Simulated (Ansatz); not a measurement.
## How Sb absorbs and reflects light: ground state and bands

Ansatz 0.2.0; DFT, PBE, plane-wave PAW, default files, scalar-relativistic, ground state.

First the ground state: is it a metal or has it a gap?

Contents of input.yaml:

```yaml
crystal:
  lattice:
    - [2.1542, 1.2437279499, 3.758]
    - [-2.1542, 1.2437279499, 3.758]
    - [0.0, -2.4874558998, 3.758]
  atoms:
    - { symbol: Sb, position: [0.76651, 0.76651, 0.76651] }
    - { symbol: Sb, position: [0.23349, 0.23349, 0.23349] }
kpoints:
  mp_grid: { grid: [6, 6, 6] }
  band_path:
    path:
      - [[0.0, 0.0, 0.0], [0.5, 0.0, 0.0], [0.5, 0.23968736, -0.23968736]]
      - [[0.76031264, 0.5, 0.23968736], [0.5, 0.5, 0.5], [0.0, 0.0, 0.0], [0.36984368, 0.0, -0.36984368]]
      - [[0.63015632, 0.36984368, 0.0], [0.5, 0.5, 0.0], [0.63015632, 0.63015632, 0.23968736], [0.5, 0.5, 0.5]]
      - [[0.5, 0.0, 0.0], [0.76031264, 0.36984368, 0.36984368]]
    npoints: 6
scf:
  occupations: { method: fermi_dirac, width: 0.05 }
  n_extra_bands: 6
hamiltonian:
  xc: pbe
  pseudopotentials: { kind: paw }
output:
  forces: true
  stress: true
  populations: true
  write_bands: true
  write_density: true
  write_potential: true
  elf: true
  volumetric_format: npy
```

Command:

```bash
ansatz run input.yaml --threads 4 --pin off --max-ram 8192MiB --backend cpu --events-out ev --progress --plain --runs-dir out
```

**Question.** What does this run give for the electronic bands?

An even count of 30 valence electrons could fill 15 bands, but bands overlap in energy here, so the system is a metal.

Valence density in the ac plane of the conventional cell at fractional y = 0.333, with atoms of Sb within 0.2 Å of it. It is the smooth field of the valence electrons, not physical close to the nuclei.

Electrostatic potential energy in the ac plane of the conventional cell at fractional y = 0.333, with atoms of Sb within 0.2 Å of it. With pseudopotentials it is smooth inside the atoms' cores, unlike the true potential.

Numbers from this step:

| Item | Value |
| --- | --- |
| volume | 60.41 Å³ |
| gap on the path | 0 eV |

Electronic bands along the path, in eV, zero at the Fermi level; # counts the bands kept:

```csv
point,#2,#3,#4,#5,#6,#7,#8,#9
Γ,-4.87,-2.12,-1.84,-1.84,2.04,2.65,2.65,5.09
halfway,-7.04,-2.06,-1.95,-1.13,1.21,1.33,1.41,4.90
L,-9.69,-1.98,-1.88,-0.35,-0.24,0.14,0.44,7.55
halfway,-9.58,-4.21,-3.01,-1.52,0.34,2.92,3.42,6.21
B1,-9.09,-5.04,-4.90,-0.79,0.65,4.56,4.63,5.97
jump to B,-9.09,-5.04,-4.90,-0.79,0.65,4.56,4.63,5.97
halfway,-8.82,-4.18,-3.36,-0.40,0.22,3.35,3.87,5.62
Z,-9.05,-1.36,-1.36,-0.50,0.08,0.08,1.05,6.98
halfway,-7.09,-1.69,-1.69,-0.91,1.25,1.25,1.63,4.96
Γ,-4.87,-2.12,-1.84,-1.84,2.04,2.65,2.65,5.09
halfway,-7.45,-3.46,-1.24,-1.12,0.34,0.70,3.41,4.37
X,-9.16,-5.34,-3.23,-2.98,2.77,3.14,4.11,5.89
jump to Q,-9.16,-5.34,-3.23,-2.98,2.77,3.14,4.11,5.89
halfway,-8.35,-5.52,-3.66,-3.48,2.08,4.31,4.64,6.62
F,-8.04,-5.49,-3.81,-3.71,1.49,4.89,5.47,6.89
halfway,-8.27,-5.52,-3.59,-3.47,1.79,4.29,5.09,6.64
P1,-8.77,-5.40,-3.26,-2.77,2.42,3.14,4.55,5.98
halfway,-8.86,-4.00,-2.40,-1.55,1.54,1.88,3.79,5.50
Z,-9.05,-1.36,-1.36,-0.50,0.08,0.08,1.05,6.98
jump to L,-9.69,-1.98,-1.88,-0.35,-0.24,0.14,0.44,7.55
halfway,-9.44,-3.91,-2.59,-1.78,1.47,1.50,2.87,5.43
P,-8.77,-5.40,-3.26,-2.77,2.42,3.14,4.55,5.98
```

The electronic bands as a text plot (rows in eV, shown from -8.0 to 5.1 only; labels by their first letter):

```
    4.8 |*****        **         *******   ****  *******       *
    4.3 |  *         *  **            *******  **   *          **
    3.7 |                 *                     *    *  *
    3.2 |           *     *               *    *
    2.6 |**                *        ******     **     ** *    * *
    2.1 |***       *       *       *****     **      * **      **
    1.6 |  ***     *        **  ***          **  ****   * *  **
    1.0 |   ***   *           ** **     ** **            * * *
    0.5 |     ************* ** **         ***             * *
   -0.1 |      ****        ****                            *
   -0.6 |     **       *****  ***                         ***
   -1.2 |  ***    *  **       ** ***    ***              * * *
   -1.7 |************       **  ********** **           ***   *
   -2.3 |******    *       ***       ***     **       *** * ** **
   -2.8 |         * *                   **   ***     *** *    ***
   -3.4 |          *      **              *    ***  **       *
   -3.9 |            *   **                      ***    *     *
   -4.5 |           * * *                  **                  *
   -5.0 |**          *****          **       **       **        *
   -5.5 |                             **       *******
   -6.1 |  *                       *    **
   -6.6 |
   -7.2 |   **                   **       *
   -7.7 |
         Γ      L     B|B     Z      Γ        X|Q F  P    Z|L   P
```

Values in e/Å³, 24 rows by 14 columns, each cell a mean:
```
 0  0  0  0  0  0  0  0  0  0  0  0  0  0
 0  0  0  0  0  0  0  0  0  0  0  0  0  0
 0  0  0  0  0  0  0  0  0  0  0  0  0  0
 0  0  0  0  0  0  0  0  0  0  0  0  0  0
 0  0  0  0  0  0  0  0  0  0  0  0  0  0
 0  0  0  0  0  0  0  0  0  0  0  0  0  0
 0  0  0  0  0  0  0  0  0  0  0  0  0  0
 0  0  0  0  0  0  0  0  0  0  0  0  0  0
 0  0  0  0  0  0  0  1  1  1  1  1  0  0
 0  0  0  0  0  0  1  2  6 11  8  2  1  0
 0  0  0  0  0  0  1  2 10 17 12  3  1  0
 0  0  0  0  0  0  0  1  2  4  3  1  0  0
 0  0  0  0  0  0  0  0  0  0  0  0  0  0
 0  0  0  0  0  0  0  0  0  0  0  0  0  0
 0  0  0  0  0  0  0  0  0  0  0  0  0  0
 0  0  0  0  0  0  0  0  0  0  0  0  0  0
 0  0  0  0  0  0  0  0  0  0  0  0  0  0
 0  0  0  0  0  0  0  0  0  0  0  0  0  0
 0  0  0  0  0  0  0  0  0  0  0  0  0  0
 0  0  0  0  0  0  0  0  1  1  1  0  0  0
 0  0  0  0  0  0  0  1  5  8  6  2  1  0
 0  0  0  0  0  0  1  3 10 18 12  4  1  0
 0  0  0  0  0  0  0  1  4  6  4  2  1  0
 0  0  0  0  0  0  0  0  1  1  1  0  0  0
```

Values in eV, 24 rows by 14 columns, each cell a mean:
```
 11  10  10  10  11  11  11  11  10  10  10  11  11  12
 10   8   7   7   9  11  12  13  13  13  13  13  12  11
  9   7   6   6   8  10  12  13  13  13  13  13  12  11
  9   8   7   7   9  11  12  13  13  13  13  13  12  11
  9   7   6   7   9  11  12  13  13  13  13  13  12  11
  9   7   6   6   8  10  12  13  13  13  13  13  12  11
 10   9   8   9  10  11  12  12  12  12  12  12  12  11
 11  11  11  11  11  11  11   9   7   6   7   9  10  11
 12  12  13  12  12  10   5  -3 -10 -12 -11  -5   4   9
 11  12  13  12  11   7  -4 -15 -17 -17 -17 -16  -7   5
 10  12  12  12  10   6  -7 -17 -17 -16 -17 -17 -10   4
 10  10  10  10  10   8   1 -11 -16 -17 -17 -12  -2   7
  9   8   7   8   9  10   9   5   0  -2  -1   4   8  10
  9   7   6   6   8  10  11  11  11  10  10  11  11  11
 10   9   8   8  10  11  12  13  13  13  13  13  12  11
 11  10  10  10  11  12  13  13  13  13  13  13  13  12
 11  10  10  10  11  12  13  13  13  13  13  13  13  12
  9   8   7   7   9  11  12  12  12  12  12  12  12  11
  9   7   6   7   8  10  11  10   8   8   8  10  10  10
 10   9   8   9  10   9   6  -1  -7 -10  -8  -2   5   9
 10  11  11  11  10   7  -3 -14 -17 -17 -17 -15  -6   6
 10  12  12  12  11   6  -7 -17 -17 -16 -17 -17 -10   4
 11  12  13  13  11   8  -1 -13 -17 -17 -17 -14  -4   7
 12  12  12  12  12  11   8   2  -3  -6  -4   1   7  10
```

[Logs are printed without paths, hosts, clocks, repeated set-up lines and the standing remarks that a program may print on its own settings, such as how far it seeks lower states.]

[Hosts, paths, dates, database ids (printed as entryN), source tags and the programs' standing remarks are cut or masked in the printed files.]
